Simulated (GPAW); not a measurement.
# S K-edge XANES of CdS (Hawleyite, F-43m)

What does one-electron theory with a core hole give for the S K edge of CdS (Hawleyite, F-43m)?

Method: X-ray absorption from dipole matrix elements to empty bands, plane-wave PAW PBE, in GPAW 26.7.0.

This is a report of a sequence of runs, with most program output left out.

## 1. Starting point

The structure is cubic, space group F-43m (No. 216). The conventional cell has a = 5.833 Å, b = 5.833 Å, c = 5.833 Å, α = 90.00°, β = 90.00°, γ = 90.00°. Nearest to Cd lie 4 S at 2.53 Å. Nearest to S lie 4 Cd at 2.53 Å. Farther neighbours and most contacts between anions are not listed.

## 2. The field without a hole

The ground state comes first: it tells whether the system has a gap, which decides how the excited electron is treated.

File scf.py:

```python
import numpy as np
from ase import Atoms
from ase.parallel import parprint, paropen
from gpaw import GPAW, PW, FermiDirac, Mixer, MixerDif, setup_paths
from gpaw.test import gen
setup_paths.insert(0, '.')
gen('S', name='nch1s', xcname='PBE', corehole=(1, 0, 0), write_xml=True)
from gpaw.mpi import world
world.barrier()

atoms = Atoms('CdS',
    cell=[[0, 2.9165, 2.9165],
     [2.9165, 0, 2.9165],
     [2.9165, 2.9165, 0]],
    scaled_positions=[[0, 0, 0],
     [0.75, 0.75, 0.75]],
    pbc=True)
atoms.calc = calc = GPAW(legacy_gpaw=True, mode=PW(430), xc='PBE', setups={1: 'nch1s'},
    kpts={'size': (7, 7, 7), 'gamma': True}, occupations=FermiDirac(0.05),
    charge=0, mixer=Mixer(0.1, 5, 50), maxiter=150,
    convergence={'density': 0.0001}, txt='scf.txt')
energy = atoms.get_potential_energy() + calc.get_reference_energy()
ef = calc.get_fermi_level()
out = dict(energy=energy, fermi=ef, forces=atoms.get_forces().tolist())
parprint(f'all-electron energy {energy:.4f} eV, Fermi level {ef:.4f} eV')
ev = np.array([[calc.get_eigenvalues(k, s) for k in range(len(calc.get_ibz_k_points()))] for s in range(calc.get_number_of_spins())])
out['homo'], out['lumo'], out['counts'] = ev[ev < ef].max(), ev[ev > ef].min(), sorted(set((ev < ef).sum((0, 2)).tolist()))
out['filled'] = (ev[:, 0] < ef).sum(1).tolist()
import json
with paropen('out.json', 'w') as f:
    json.dump(out, f)
```

The run is started by

```
$ OMP_NUM_THREADS=1 mpirun -n 4 gpaw python scf.py
```

Elapsed: 4.3 s, on 4 MPI ranks of Arm Neoverse V1, shared host; peak memory 0.16 GiB; 17 s of CPU time.

The mesh shows a gap of 1.13 eV, so the hole is first treated in a charged cell, without the excited electron.

## 3. Spectrum without a core hole, 

This cheap baseline ignores the attraction of the hole: it shows the absorber's empty states as they are in the ground state. The data set with a hole of occupation 0 only carries the core orbital.

File xas.py:

```python
import numpy as np
from ase import Atoms
from ase.parallel import parprint, paropen
from gpaw import GPAW, PW, FermiDirac, Mixer, MixerDif, setup_paths
from gpaw.test import gen
setup_paths.insert(0, '.')
gen('S', name='nch1s', xcname='PBE', corehole=(1, 0, 0), write_xml=True)
from gpaw.mpi import world
world.barrier()

atoms = Atoms('CdS',
    cell=[[0, 2.9165, 2.9165],
     [2.9165, 0, 2.9165],
     [2.9165, 2.9165, 0]],
    scaled_positions=[[0, 0, 0],
     [0.75, 0.75, 0.75]],
    pbc=True)
atoms.calc = calc = GPAW(legacy_gpaw=True, mode=PW(430), xc='PBE', setups={1: 'nch1s'},
    kpts={'size': (7, 7, 7), 'gamma': True}, occupations=FermiDirac(0.02),
    charge=0, mixer=Mixer(0.1, 5, 50), maxiter=150,
    convergence={'density': 0.0001}, txt='scf.txt')
energy = atoms.get_potential_energy() + calc.get_reference_energy()
ef = calc.get_fermi_level()
out = dict(energy=energy, fermi=ef, forces=atoms.get_forces().tolist())
parprint(f'all-electron energy {energy:.4f} eV, Fermi level {ef:.4f} eV')
ev = np.array([[calc.get_eigenvalues(k, s) for k in range(len(calc.get_ibz_k_points()))] for s in range(calc.get_number_of_spins())])
out['homo'], out['lumo'], out['counts'] = ev[ev < ef].max(), ev[ev > ef].min(), sorted(set((ev < ef).sum((0, 2)).tolist()))
out['filled'] = (ev[:, 0] < ef).sum(1).tolist()

from ase.units import Ha
from gpaw.xas import dipole_matrix_elements
nb = int(calc.get_number_of_electrons() / 2) + 33
top = nb
nscf = calc.fixed_density(kpts={'size': (5, 5, 5), 'gamma': True},
    convergence={'eigenstates': 1.0}, txt='nscf.txt')
nscf.diagonalize_full_hamiltonian(nbands=nb)
cell = atoms.cell.array
ops = [cell.T @ U.T @ np.linalg.inv(cell.T) for U in nscf.wfs.kd.symmetry.op_scc]
filled = [9]  # bands filled in the ground state, by spin
E = np.arange(-25, 34, 0.1)
fwhm = np.interp(E, [4, 25], [0.9, 3.5])
Y, X, zero, highest = 0, 0, 1e9, 1e9
for spin in range(nscf.get_number_of_spins()):
    wfs = nscf.wfs
    A = dipole_matrix_elements(wfs.setups[1])
    eps = np.zeros((wfs.kd.nibzkpts, nb))
    d = np.zeros((3, A.shape[1], wfs.kd.nibzkpts, nb), complex)
    for kpt in wfs.kpt_u:
        if kpt.s == spin and 1 in kpt.P_ani:
            eps[kpt.k] = kpt.eps_n * Ha
            d[:, :, kpt.k] = (kpt.weight * wfs.nspins / 2) ** 0.5 * np.inner(A, kpt.P_ani[1])
    world.sum(eps)
    world.sum(d)
    T = np.einsum('amkn,bmkn->abkn', d, d.conj()).real
    T = sum(np.einsum('ai,ijkn,bj->abkn', R, T, R) for R in ops) / len(ops)
    empty = np.ones_like(eps, bool) & (np.arange(nb) >= filled[spin])
    zero, highest = min(zero, eps[empty].min()), min(highest, eps[:, top - 1].min())
    lines = [(eps, T, empty)] if spin == 0 else lines + [(eps, T, empty)]
for eps, T, empty in lines:
    f = np.einsum('aakn->akn', T).reshape(3, -1)
    x = eps.ravel() - zero
    w = np.interp(x, E, fwhm) / 2.35482
    g = np.exp(-0.5 * ((E[:, None] - x) / w) ** 2) / (w * (2 * np.pi) ** 0.5)
    Y = Y + (f * empty.ravel()) @ g.T
    X = X + (f * ~empty.ravel()) @ g.T
out.update(E=E.round(2).tolist(), xas=Y.tolist(), xes=X.tolist(), zero=zero, valid=highest - zero, nk=len(eps), nb=nb)
for i in range(0, len(E), 10):
    parprint(f'{E[i]:7.2f}', *(f'{v:10.3e}' for v in Y[:, i]))
import json
with paropen('out.json', 'w') as f:
    json.dump(out, f)
```

The run is started by

```
$ OMP_NUM_THREADS=1 mpirun -n 4 gpaw python xas.py
```

Elapsed: 15 s, on 4 MPI ranks; peak memory 0.15 GiB.

The run ended with an error.

The program stopped, so this step gives no result.

## 4. Supercell without a hole, the energy reference

The photon energy needs a difference of total energies, so the cell and mesh of the coming hole run are first run without a hole.

Changes to scf.py since step 2:

```diff
@@ -10,11 +10,21 @@
 
-atoms = Atoms('CdS',
-    cell=[[0, 2.9165, 2.9165],
-     [2.9165, 0, 2.9165],
-     [2.9165, 2.9165, 0]],
+atoms = Atoms('Cd6S6',
+    cell=[[-2.9165, -2.9165, -5.833],
+     [-2.9165, -2.9165, 5.833],
+     [-2.9165, 5.833, 2.9165]],
     scaled_positions=[[0, 0, 0],
-     [0.75, 0.75, 0.75]],
+     [0.66666667, 0, 0.33333333],
+     [0.5, 0.5, 0],
+     [0.33333333, 0, 0.66666667],
+     [0.16666667, 0.5, 0.33333333],
+     [0.83333333, 0.5, 0.66666667],
+     [0.875, 0.625, 0],
+     [0.54166667, 0.625, 0.33333333],
+     [0.375, 0.125, 0],
+     [0.20833333, 0.625, 0.66666667],
+     [0.04166667, 0.125, 0.33333333],
+     [0.70833333, 0.125, 0.66666667]],
     pbc=True)
-atoms.calc = calc = GPAW(legacy_gpaw=True, mode=PW(430), xc='PBE', setups={1: 'nch1s'},
-    kpts={'size': (7, 7, 7), 'gamma': True}, occupations=FermiDirac(0.05),
+atoms.calc = calc = GPAW(legacy_gpaw=True, mode=PW(430), xc='PBE', setups={6: 'nch1s'},
+    kpts={'size': (3, 2, 3), 'gamma': True}, occupations=FermiDirac(0.02),
     charge=0, mixer=Mixer(0.1, 5, 50), maxiter=150,
```

The run is started by

```
$ OMP_NUM_THREADS=1 mpirun -n 4 gpaw python scf.py
```

Wall time 26 s (4 MPI ranks); peak memory 0.29 GiB.

Reference energy: -978222.005 eV with the cores included.

## 5. Spectrum with FCH, S atom 2

The holes are 7.1 Å apart. In GPAW the data set carries the hole's charge, so charge=0 means a charged cell and charge=-1 a neutral one. The excited electron is left out and a uniform background balances the charge. After the field has converged, empty bands are computed with the density fixed and the dipole matrix elements are summed.

The absorber has 4 Cd at 2.53 Å (tetrahedral, site symmetry -43m).

Changes to xas.py since step 3:

```diff
@@ -6,3 +6,3 @@
 setup_paths.insert(0, '.')
-gen('S', name='nch1s', xcname='PBE', corehole=(1, 0, 0), write_xml=True)
+gen('S', name='fch1s', xcname='PBE', corehole=(1, 0, 1), write_xml=True)
 from gpaw.mpi import world
@@ -10,11 +10,21 @@
 
-atoms = Atoms('CdS',
-    cell=[[0, 2.9165, 2.9165],
-     [2.9165, 0, 2.9165],
-     [2.9165, 2.9165, 0]],
+atoms = Atoms('Cd6S6',
+    cell=[[-2.9165, -2.9165, -5.833],
+     [-2.9165, -2.9165, 5.833],
+     [-2.9165, 5.833, 2.9165]],
     scaled_positions=[[0, 0, 0],
-     [0.75, 0.75, 0.75]],
+     [0.66666667, 0, 0.33333333],
+     [0.5, 0.5, 0],
+     [0.33333333, 0, 0.66666667],
+     [0.16666667, 0.5, 0.33333333],
+     [0.83333333, 0.5, 0.66666667],
+     [0.875, 0.625, 0],
+     [0.54166667, 0.625, 0.33333333],
+     [0.375, 0.125, 0],
+     [0.20833333, 0.625, 0.66666667],
+     [0.04166667, 0.125, 0.33333333],
+     [0.70833333, 0.125, 0.66666667]],
     pbc=True)
-atoms.calc = calc = GPAW(legacy_gpaw=True, mode=PW(430), xc='PBE', setups={1: 'nch1s'},
-    kpts={'size': (7, 7, 7), 'gamma': True}, occupations=FermiDirac(0.02),
+atoms.calc = calc = GPAW(legacy_gpaw=True, mode=PW(430), xc='PBE', setups={6: 'fch1s'},
+    kpts={'size': (3, 2, 3), 'gamma': True}, occupations=FermiDirac(0.02),
     charge=0, mixer=Mixer(0.1, 5, 50), maxiter=150,
@@ -31,11 +41,10 @@
 from gpaw.xas import dipole_matrix_elements
-nb = int(calc.get_number_of_electrons() / 2) + 33
-top = nb
-nscf = calc.fixed_density(kpts={'size': (5, 5, 5), 'gamma': True},
-    convergence={'eigenstates': 1.0}, txt='nscf.txt')
-nscf.diagonalize_full_hamiltonian(nbands=nb)
+nb = int(calc.get_number_of_electrons() / 2) + 179
+top, nb = nb, nb + 8 + nb // 12
+nscf = calc.fixed_density(kpts={'size': (3, 3, 3), 'gamma': True}, nbands=nb,
+    convergence={'bands': top, 'eigenstates': 1e-5}, maxiter=60, txt='nscf.txt')
 cell = atoms.cell.array
 ops = [cell.T @ U.T @ np.linalg.inv(cell.T) for U in nscf.wfs.kd.symmetry.op_scc]
-filled = [9]  # bands filled in the ground state, by spin
-E = np.arange(-25, 34, 0.1)
+filled = [54]  # bands filled in the ground state, by spin
+E = np.arange(-6, 34, 0.1)
 fwhm = np.interp(E, [4, 25], [0.9, 3.5])
@@ -44,3 +53,3 @@
     wfs = nscf.wfs
-    A = dipole_matrix_elements(wfs.setups[1])
+    A = dipole_matrix_elements(wfs.setups[6])
     eps = np.zeros((wfs.kd.nibzkpts, nb))
@@ -48,5 +57,5 @@
     for kpt in wfs.kpt_u:
-        if kpt.s == spin and 1 in kpt.P_ani:
+        if kpt.s == spin and 6 in kpt.P_ani:
             eps[kpt.k] = kpt.eps_n * Ha
-            d[:, :, kpt.k] = (kpt.weight * wfs.nspins / 2) ** 0.5 * np.inner(A, kpt.P_ani[1])
+            d[:, :, kpt.k] = (kpt.weight * wfs.nspins / 2) ** 0.5 * np.inner(A, kpt.P_ani[6])
     world.sum(eps)
```

The run is started by

```
$ OMP_NUM_THREADS=1 mpirun -n 4 gpaw python xas.py
```

Run time: 3.2 min. Hardware: 4 MPI ranks; peak memory 0.4 GiB; 13 min of CPU time.

The S K spectrum, S atom 2, full core hole (charged cell) (energy from the lowest empty level; intensity scaled to a mean of 1 over the first 20 eV):

```csv
E (eV),intensity
-2.0,0.00
-1.0,0.00
0.0,0.00
1.0,0.16
2.0,0.84
3.0,2.35
4.0,1.71
5.0,1.17
6.0,1.67
7.0,1.24
8.0,0.95
9.0,0.91
10.0,0.47
11.0,0.43
12.0,0.70
13.0,1.07
14.0,1.41
15.0,1.34
16.0,1.01
17.0,0.76
18.0,0.68
19.0,0.69
20.0,0.75
21.0,0.82
22.0,0.90
23.0,1.04
24.0,1.20
25.0,1.29
26.0,1.28
27.0,1.20
28.0,1.10
29.0,1.03
30.0,1.03
31.0,1.06
32.0,1.06
```

Main maxima below 24 eV (height): 3.0 eV (2.35), 6.1 eV (1.67) and 14.3 eV (1.44). A K edge sees empty p states on the absorber.

The hole costs E(hole) − E(ground) = 2477.85 eV, and the lowest empty level of the hole cell on the spectrum's mesh lies at 4.53 eV, which puts the zero at 2482.38 eV. One term is added: -16.94 eV, since the hole is spin-paired here and a spin-polarised one costs that much less in the free atom (computed apart). The photon energy is then 2465.44 eV. The functional and the charged cell's background leave an error of a few eV in such absolute values.

## 6. Spectrum with HCH, S atom 2

The holes are 7.1 Å apart. The data set carries half a charge, which charge=0 leaves uncompensated but for the background. Half a hole is Slater's transition state, a compromise that weakens the attraction. After the field has converged, empty bands are computed with the density fixed and the dipole matrix elements are summed.

Changed against the first core-hole run: core hole from full to half.

Changes to xas.py since step 5:

```diff
@@ -6,3 +6,3 @@
 setup_paths.insert(0, '.')
-gen('S', name='fch1s', xcname='PBE', corehole=(1, 0, 1), write_xml=True)
+gen('S', name='hch1s', xcname='PBE', corehole=(1, 0, 0.5), write_xml=True)
 from gpaw.mpi import world
@@ -27,3 +27,3 @@
     pbc=True)
-atoms.calc = calc = GPAW(legacy_gpaw=True, mode=PW(430), xc='PBE', setups={6: 'fch1s'},
+atoms.calc = calc = GPAW(legacy_gpaw=True, mode=PW(430), xc='PBE', setups={6: 'hch1s'},
     kpts={'size': (3, 2, 3), 'gamma': True}, occupations=FermiDirac(0.02),
```

Run time: 3.1 min. Hardware: 4 MPI ranks; peak memory 0.4 GiB.

```
E (eV)  first run  this run
  -2.0       0.00      0.00
  -1.0       0.00      0.00
   0.0       0.00      0.00
   1.0       0.16      0.14
   2.0       0.84      0.68
   3.0       2.35      1.99
   4.0       1.71      1.88
   5.0       1.17      1.24
   6.0       1.67      1.76
   7.0       1.24      1.44
   8.0       0.95      1.07
   9.0       0.91      0.99
  10.0       0.47      0.51
  11.0       0.43      0.42
  12.0       0.70      0.66
  13.0       1.07      0.97
  14.0       1.41      1.32
  15.0       1.34      1.35
  16.0       1.01      1.05
  17.0       0.76      0.79
  18.0       0.68      0.68
  19.0       0.69      0.66
  20.0       0.75      0.69
  21.0       0.82      0.73
  22.0       0.90      0.79
  23.0       1.04      0.91
  24.0       1.20      1.07
  25.0       1.29      1.18
  26.0       1.28      1.21
  27.0       1.20      1.16
  28.0       1.10      1.08
  29.0       1.03      1.00
  30.0       1.03      1.00
  31.0       1.06      1.04
  32.0       1.06      1.05
```

Against the first run the r.m.s. difference is 11 %. The highest intensity below 16 eV goes from 3.0 eV (2.35) to 3.1 eV (1.99).

## 7. Cell without a hole, the energy reference

The cell and mesh change for the next run, so it gets a reference energy of its own.

Changes to scf.py since step 4:

```diff
@@ -10,21 +10,11 @@
 
-atoms = Atoms('Cd6S6',
-    cell=[[-2.9165, -2.9165, -5.833],
-     [-2.9165, -2.9165, 5.833],
-     [-2.9165, 5.833, 2.9165]],
+atoms = Atoms('CdS',
+    cell=[[0, 2.9165, 2.9165],
+     [2.9165, 0, 2.9165],
+     [2.9165, 2.9165, 0]],
     scaled_positions=[[0, 0, 0],
-     [0.66666667, 0, 0.33333333],
-     [0.5, 0.5, 0],
-     [0.33333333, 0, 0.66666667],
-     [0.16666667, 0.5, 0.33333333],
-     [0.83333333, 0.5, 0.66666667],
-     [0.875, 0.625, 0],
-     [0.54166667, 0.625, 0.33333333],
-     [0.375, 0.125, 0],
-     [0.20833333, 0.625, 0.66666667],
-     [0.04166667, 0.125, 0.33333333],
-     [0.70833333, 0.125, 0.66666667]],
+     [0.75, 0.75, 0.75]],
     pbc=True)
-atoms.calc = calc = GPAW(legacy_gpaw=True, mode=PW(430), xc='PBE', setups={6: 'nch1s'},
-    kpts={'size': (3, 2, 3), 'gamma': True}, occupations=FermiDirac(0.02),
+atoms.calc = calc = GPAW(legacy_gpaw=True, mode=PW(430), xc='PBE', setups={1: 'nch1s'},
+    kpts={'size': (4, 4, 4), 'gamma': True}, occupations=FermiDirac(0.02),
     charge=0, mixer=Mixer(0.1, 5, 50), maxiter=150,
```

The run is started by

```
$ OMP_NUM_THREADS=1 mpirun -n 4 gpaw python scf.py
```

The job ended after 3.9 s (4 MPI ranks; peak memory 0.16 GiB).

## 8. Spectrum with FCH, S atom 2

A smaller cell brings the holes closer; here they are 4.1 Å apart.

Changed against the first core-hole run: supercell atoms from 12 to 2; the field's mesh follows (3×2×3 to 4×4×4).

File xas.py:

```python
import numpy as np
from ase import Atoms
from ase.parallel import parprint, paropen
from gpaw import GPAW, PW, FermiDirac, Mixer, MixerDif, setup_paths
from gpaw.test import gen
setup_paths.insert(0, '.')
gen('S', name='fch1s', xcname='PBE', corehole=(1, 0, 1), write_xml=True)
from gpaw.mpi import world
world.barrier()

atoms = Atoms('CdS',
    cell=[[0, 2.9165, 2.9165],
     [2.9165, 0, 2.9165],
     [2.9165, 2.9165, 0]],
    scaled_positions=[[0, 0, 0],
     [0.75, 0.75, 0.75]],
    pbc=True)
atoms.calc = calc = GPAW(legacy_gpaw=True, mode=PW(430), xc='PBE', setups={1: 'fch1s'},
    kpts={'size': (4, 4, 4), 'gamma': True}, occupations=FermiDirac(0.02),
    charge=0, mixer=Mixer(0.1, 5, 50), maxiter=150,
    convergence={'density': 0.0001}, txt='scf.txt')
energy = atoms.get_potential_energy() + calc.get_reference_energy()
ef = calc.get_fermi_level()
out = dict(energy=energy, fermi=ef, forces=atoms.get_forces().tolist())
parprint(f'all-electron energy {energy:.4f} eV, Fermi level {ef:.4f} eV')
ev = np.array([[calc.get_eigenvalues(k, s) for k in range(len(calc.get_ibz_k_points()))] for s in range(calc.get_number_of_spins())])
out['homo'], out['lumo'], out['counts'] = ev[ev < ef].max(), ev[ev > ef].min(), sorted(set((ev < ef).sum((0, 2)).tolist()))
out['filled'] = (ev[:, 0] < ef).sum(1).tolist()

from ase.units import Ha
from gpaw.xas import dipole_matrix_elements
nb = int(calc.get_number_of_electrons() / 2) + 33
top = nb
nscf = calc.fixed_density(kpts={'size': (5, 5, 5), 'gamma': True},
    convergence={'eigenstates': 1.0}, txt='nscf.txt')
nscf.diagonalize_full_hamiltonian(nbands=nb)
cell = atoms.cell.array
ops = [cell.T @ U.T @ np.linalg.inv(cell.T) for U in nscf.wfs.kd.symmetry.op_scc]
filled = [9]  # bands filled in the ground state, by spin
E = np.arange(-6, 34, 0.1)
fwhm = np.interp(E, [4, 25], [0.9, 3.5])
Y, X, zero, highest = 0, 0, 1e9, 1e9
for spin in range(nscf.get_number_of_spins()):
    wfs = nscf.wfs
    A = dipole_matrix_elements(wfs.setups[1])
    eps = np.zeros((wfs.kd.nibzkpts, nb))
    d = np.zeros((3, A.shape[1], wfs.kd.nibzkpts, nb), complex)
    for kpt in wfs.kpt_u:
        if kpt.s == spin and 1 in kpt.P_ani:
            eps[kpt.k] = kpt.eps_n * Ha
            d[:, :, kpt.k] = (kpt.weight * wfs.nspins / 2) ** 0.5 * np.inner(A, kpt.P_ani[1])
    world.sum(eps)
    world.sum(d)
    T = np.einsum('amkn,bmkn->abkn', d, d.conj()).real
    T = sum(np.einsum('ai,ijkn,bj->abkn', R, T, R) for R in ops) / len(ops)
    empty = np.ones_like(eps, bool) & (np.arange(nb) >= filled[spin])
    zero, highest = min(zero, eps[empty].min()), min(highest, eps[:, top - 1].min())
    lines = [(eps, T, empty)] if spin == 0 else lines + [(eps, T, empty)]
for eps, T, empty in lines:
    f = np.einsum('aakn->akn', T).reshape(3, -1)
    x = eps.ravel() - zero
    w = np.interp(x, E, fwhm) / 2.35482
    g = np.exp(-0.5 * ((E[:, None] - x) / w) ** 2) / (w * (2 * np.pi) ** 0.5)
    Y = Y + (f * empty.ravel()) @ g.T
    X = X + (f * ~empty.ravel()) @ g.T
out.update(E=E.round(2).tolist(), xas=Y.tolist(), xes=X.tolist(), zero=zero, valid=highest - zero, nk=len(eps), nb=nb)
for i in range(0, len(E), 10):
    parprint(f'{E[i]:7.2f}', *(f'{v:10.3e}' for v in Y[:, i]))
import json
with paropen('out.json', 'w') as f:
    json.dump(out, f)
```

The run is started by

```
$ OMP_NUM_THREADS=1 mpirun -n 4 gpaw python xas.py
```

Wall time 15 s (4 MPI ranks); peak memory 0.16 GiB.

The run ended with an error.

The program stopped, so this step gives no result.

## 9. Summary of results

```json
{
  "absorber and edge": "S K, atom 2 of the ground-state input (counted from 1)",
  "surroundings": "4 Cd at 2.53 Å (tetrahedral, site symmetry -43m)",
  "highest intensity below 16 eV": "3.0 eV above the zero, height 2.35",
  "photon energy of the zero, with the added terms": "2465.4 eV (raw 2482.4 eV; uncertain by a few eV)"
}
```

**Reading.** The S K edge of atom 2, with 4 Cd at 2.53 Å (tetrahedral, site symmetry -43m), has its highest intensity of the first 16 eV at 3.0 eV above the zero, near 2468 eV in photon energy (uncertain by a few eV), 2.4 times the mean level of the first 20 eV (Gaussian full width 0.9 eV up to 4 eV, rising linearly to 3.5 eV at 25 eV). Changing the core hole from full to half alters the shape by 11 % r.m.s., a modest effect on the whole. The mesh is coarse (0.35 Å⁻¹ between points), so small maxima may be mesh ripples. The structure is a published determination, not relaxed.

[Logs are printed without paths, hosts, clocks, repeated set-up lines and the standing remarks that a program may print on its own settings, such as how far it seeks lower states.]

[Hosts, paths, dates, database ids (printed as entryN), source tags and the programs' standing remarks are cut or masked in the printed files.]

[Lists of maxima count a maximum above −3 eV only where it reaches 4 % of the highest in the window and stands out from its surroundings by 2 % of it (1.5 % where it reaches 55 %); shoulders and weaker maxima are passed over, and of the rest the first, up to two pre-edge ones and the few strongest are named.]
